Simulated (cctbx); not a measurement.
## YbGa3Rh: precision against data quality

Space group Pm-3m (no. 221), a = 6.3560 Å, b = 6.3560 Å, c = 6.3560 Å, α = 90.00°, β = 90.00°, γ = 90.00°.

```csv
atom,mult.,x,y,z,Ueq (Å²)
Yb1,3,0,1/2,1/2,0.0143
Rh1,3,1/2,0,0,0.0213
Ga1,8,0.2059,0.2059,0.2059,0.0185
Ga2,1,1/2,1/2,1/2,0.0214
```

The model was made for the exercise: a known structure type with other elements put in, its volume estimated, not relaxed; displacement parameters are assumed.

Five simulated data sets (cctbx; Mo Kα, λ = 0.71073 Å; 6 % proportional error) differ in resolution or exposure (noise floor 15 counts in the first three, 8 in the last two). Each is refined with the right model, isotropic at 1.1 Å and anisotropic otherwise. How do the figures of merit and the uncertainties move?

```csv
d min (Å),top counts,"⟨I/σ⟩ (unmerged, absences included)",unique,param. (scale apart),Rint,R1,GooF,largest s.u. xyz (fractional),s.u. U of Ga1 (Å²),largest error (Å)
1.1,5000,6.0,36,5,0.079,0.0147,1.44,0.00037,0.0011,0.0001
0.84,5000,4.9,71,8,0.098,0.0173,0.87,0.00014,0.0004,0.0024
0.6,5000,2.9,163,8,0.154,0.0276,0.98,0.00013,0.0003,0.0006
0.75,300,0.9,91,8,0.520,0.0526,0.94,0.00066,0.0020,0.0001
0.75,3000,4.0,91,8,0.115,0.0182,0.94,0.00014,0.0004,0.0009
```

GooF reaches 1.44 where the model lacks something that the data hold (anisotropy at the isotropic level, for one). The s.u. of U for Ga1 goes 0.0011, 0.0004, 0.0003 Å² with resolution and 0.0020, 0.0004 Å² with exposure.

The 1.1 Å row also differs in its displacement model, so it isn't a clean test of resolution.

Hardware for the 0.6 Å refinement: 0.4 s on 1 thread of Arm Neoverse V2, with other jobs on the host, peak memory 0.09 GiB.

[Logs are printed without paths, hosts, clocks, repeated set-up lines and the standing remarks that a program may print on its own settings, such as how far it seeks lower states.]
